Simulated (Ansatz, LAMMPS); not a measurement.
# Amorphous 43Bi2O3-57BaO (mol %) (99 atoms) under strain: runs compared

How stiff is amorphous 43Bi2O3-57BaO (mol %) (99 atoms), and how do its levels respond to strain?

Computed with Ansatz 0.2.0: Kohn-Sham DFT, PBE, PAW (set soft_2), plane waves.

### 1. The cell as built

The cell holds 99 atoms: 26 Bi, 17 Ba and 56 O. Its edges and angles: a = 12.206 Å, b = 12.206 Å, c = 12.206 Å, α = 90.0°, β = 90.0°, γ = 90.0°. 99 atoms (26 Gd, 17 Ba, 56 O) placed at random at 7.09 g/cm³, melted at 5000 K for 10 ps at fixed volume with the Morse and Coulomb pair potential with partial charges (Pedone, Malavasi, Menziani, Cormack and Segre, J. Phys. Chem. B 110, 11780 (2006)). Quenched from 5000 K to 300 K at 50 K/ps and fixed volume, held 5 ps, then minimised at fixed cell. Then Gd was replaced by Bi and the cell scaled by 1.02 (the potential has no terms for the new elements, so the cell is a start for a DFT relaxation).

Limits known from the start: The quench rate of 50 K/ps is many orders above laboratory rates, so the cell is likely richer in defects and strain than a real sample. The starting topology of bonds comes from the classical model, and needn't be the one that DFT or experiment would give. The Brillouin zone is sampled at Γ only. The levels lack spin–orbit coupling, which is large for the heavy elements here.

### 2. The reference run

The reference is a single point at the end of the relaxation.

Every strained cell starts from the geometry of this run, and its atoms are relaxed with the cell held.

Its input, with most atom lines left out:

```yaml
crystal:
  lattice:
    - [12.80467, -0.07725, 0.5131]
    - [-0.07725, 12.70569, 0.03259]
    - [0.5131, 0.03259, 13.26525]
  atoms:
    - { symbol: Bi, position: [0.0946, 0.4076, 0.91081] }
    - { symbol: Bi, position: [0.13188, 0.98185, 0.72379] }
    - { symbol: Bi, position: [0.14403, 0.30967, 0.20582] }
    - { symbol: Bi, position: [0.2832, 0.61964, 0.92158] }
    - { symbol: Bi, position: [0.86832, 0.70939, 0.54309] }
    - { symbol: Bi, position: [0.67468, 0.19593, 0.72711] }
    - { symbol: Bi, position: [0.6064, 0.91391, 0.66072] }
    [... atom lines 8 to 99 left out ...]
kpoints:
  mp_grid: { grid: [1, 1, 1] }
hamiltonian:
  xc: pbe
scf:
  occupations: { method: gaussian, width: 0.025 }
output:
  forces: true
  stress: true
  populations: true
  dos:
    method: { smearing: { sigma: 0.15 } }
    de: 0.1
    projected: { site_lists: { Ba: [Ba], Bi: [Bi], O: [O] } }
  eigenvalues: true
  write_density: true
  write_potential: true
  volumetric_format: npy
```

| Property | Result |
| --- | --- |
| free energy per atom | -4598.5509 eV/atom |
| r.m.s. force component | 0.00478 eV/Å |
| pressure | -0.0005445 GPa |

Filled and empty levels are parted by 2.33 eV (at Γ alone); a semilocal functional narrows such gaps, while the missing spin–orbit coupling widens them for these heavy elements, so the errors pull opposite ways. In a disordered cell it changes from sample to sample, and tail or defect levels can set it.

### 3. The runs

Each row is one run, on 8 threads of Arm Neoverse V1, shared host. The free energy is the program's total, comparable only between runs with the same functional, potentials and atoms.

| run | atoms | outcome | ionic steps, all passes | free energy (eV) | time | host memory (GiB) |
| --- | --- | --- | --- | --- | --- | --- |
| Single point at the start | 99 | converged | - | -455239.269 | 20 s | 2.9 |
| Cell and atoms relaxed | 99 | converged | 79 | -455256.539 | 28 min | 3.3 |
| Single point at the relaxed geometry | 99 | converged | - | -455256.539 | 34 s | 3.3 |
| Volume -3 % | 99 | converged | 7 | -455256.395 | 3.1 min | 3.2 |
| Volume +3 % | 99 | converged | 5 | -455256.418 | 2.2 min | 3.4 |
| Volume -6 % | 99 | converged | 10 | -455255.975 | 4.3 min | 3.2 |
| Volume +6 % | 99 | converged | 7 | -455256.098 | 3.1 min | 3.5 |
| Volume -10 % | 99 | converged | 10 | -455254.887 | 3.9 min | 3.1 |
| Stretched by 1 % along x | 99 | converged | 5 | -455256.521 | 2.1 min | 3.3 |
| Compressed by 1 % along x | 99 | converged | 5 | -455256.512 | 2.1 min | 3.3 |
| Sheared by 2 % in xy | 99 | converged | 5 | -455256.512 | 2.2 min | 3.3 |

In some runs the program notes that the SCF threshold is loose for the stress.

### 4. Pressure against volume

Atoms are relaxed at each volume, in the scaled cell.

| volume change (%) | volume (Å³/atom) | energy change (meV/atom) | pressure (GPa) | largest move on relaxing (Å) | bonds | gap (eV) |
| --- | --- | --- | --- | --- | --- | --- |
| -10 | 19.588 | 16.69 | 2.77 | 0.95 | 210 | 2.17 |
| -6 | 20.459 | 5.70 | 1.46 | 0.44 | 206 | 2.27 |
| -3 | 21.112 | 1.46 | 0.74 | 0.17 | 200 | 2.30 |
| +0 | 21.765 | 0.00 | 0.00 | - | 197 | 2.33 |
| +3 | 22.418 | 1.22 | -0.61 | 0.13 | 194 | 2.34 |
| +6 | 23.071 | 4.45 | -1.03 | 0.28 | 188 | 2.35 |

### 5. Uniaxial strain and shear

Stress (GPa, compression positive) less that of the relaxed cell, atoms relaxed:

| strain | xx | yy | zz | xy | energy change (meV/atom) |
| --- | --- | --- | --- | --- | --- |
| stretched by 1 % along x | -0.336 | -0.147 | -0.116 | -0.037 | 0.18 |
| compressed by 1 % along x | 0.366 | 0.180 | 0.141 | 0.035 | 0.27 |
| sheared by 2 % in xy | -0.044 | -0.010 | 0.063 | -0.235 | 0.27 |

### 6. Findings

The bulk modulus, from the slope of pressure against ln V over the three points nearest the relaxed volume, is 22.5 GPa; between neighbouring points the slope runs 30, 23, 24, 21 and 15 GPa from the smallest volume up, without a steady fall, so no pressure derivative is given. The count of bonds runs from 188 to 210 over the series, so at some points contacts cross the cutoffs. At -10 % some atom moved by over 0.5 Å on relaxing, so that point may sit in another local minimum. The gap goes from 2.17 eV at the smallest volume to 2.35 eV at the largest, +1.0 eV per unit of ln V by a straight line, on the run's k-points. In the Cartesian axes of the cell, finite differences give C11 = 35.1, C12 = 16.3, C13 = 12.9 and C66 = 11.7 GPa (the shear of 2 % is the engineering strain, εxy = 0.01). The mean of C11, C12 and C13, which equals the bulk modulus in a cubic or isotropic solid, is 21.4 GPa: it agrees with the bulk modulus within 10 %. For an isotropic solid C66 would equal (C11 − C12)/2 = 9.39 GPa; so small a sample needn't be isotropic, and C66 rests on one shear. With the bulk modulus and C66 as K and G, Young's modulus would be about 30 GPa and Poisson's ratio 0.28.

**Limits.** Strains are finite and relaxations stop at the force tolerance of the input, which can leave moduli too stiff; they are those of a static cell at zero temperature. Volumes are changed with the cell's shape held, so in an anisotropic solid the modulus lies over the one under free hydrostatic load. The program notes that the SCF threshold of the relaxations is loose for the stress.

The DFT runs together took 52 min of wall time.

[Logs are printed without paths, hosts, clocks, repeated set-up lines and the standing remarks that a program may print on its own settings, such as how far it seeks lower states.]

[Hosts, paths, dates, database ids (printed as entryN), source tags and the programs' standing remarks are cut or masked in the printed files.]
